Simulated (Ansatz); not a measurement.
# HfO2, fluorite: band edges under a change of volume

How fast do the gaps move when the cell is scaled evenly? The symmetry of the cell is held, so distortions that would lower it, which this phase may prefer, aren't tested.

Calculated with Ansatz 0.2.0, r2SCAN, PAW files of the set soft_1, cutoff 600 eV, Fermi–Dirac smearing 0.02 eV, k-mesh 9×9×9, no spin polarisation, no spin-orbit coupling.

Reference cell, relaxed at zero pressure with r2SCAN (Fm-3m): a = 3.5770 Å, b = 3.5770 Å, c = 3.5770 Å, α = 60.00°, β = 60.00°, γ = 60.00°.

```csv
atom,x,y,z
Hf,0.0000,0.0000,0.0000
O,0.2500,0.2500,0.2500
O,0.7500,0.7500,0.7500
```

Levels are read on the k-mesh and along lines from Γ to X = (0.5, 0, 0.5), L = (0.5, 0.5, 0.5), K = (0.375, 0.375, 0.75) and W = (0.5, 0.25, 0.75) in the reciprocal basis of this cell (the letters only name these points), and count from the highest filled level.

| ln(V/V0) | gap (eV) | direct gap at Γ (eV) | lowest empty at X (eV) |
| --- | --- | --- | --- |
| −0.0619 | 4.465 | 5.242 | 4.465 |
| −0.0408 | 4.410 | 5.185 | 4.410 |
| 0.0000 | 4.302 | 5.068 | 4.302 |
| 0.0198 | 4.248 | 5.009 | 4.248 |
| 0.0392 | 4.195 | 4.949 | 4.195 |
| 0.0583 | 4.142 | 4.889 | 4.142 |

**Question.** Fit the lowest empty level at X and give it at ln(V/V0) = −0.0202, a row left out above.

A straight line through the 6 rows: the means are 0.002433 for ln(V/V0) and 4.2937 for the level, Σ(Δx)² = 0.01079 and ΣΔxΔy = −0.02897, so the slope is −0.02897/0.01079 = −2.685 and the intercept 4.2937 − (−2.685)(0.002433) = 4.3002.

The slope is the volume deformation potential of this gap, −2.68 eV, as a mean over the range. The line gives 4.354 eV. The run itself gives 4.356 eV, so the estimate misses by 0.002 eV; the fitted rows themselves lie up to 0.002 eV off the law.

The gap lies below the direct one at Γ in every row. Semilocal functionals give gaps that are too small, and the error differs from valley to valley, so the order of close valleys can be wrong too.

[Logs are printed without paths, hosts, clocks, repeated set-up lines and the standing remarks that a program may print on its own settings, such as how far it seeks lower states.]
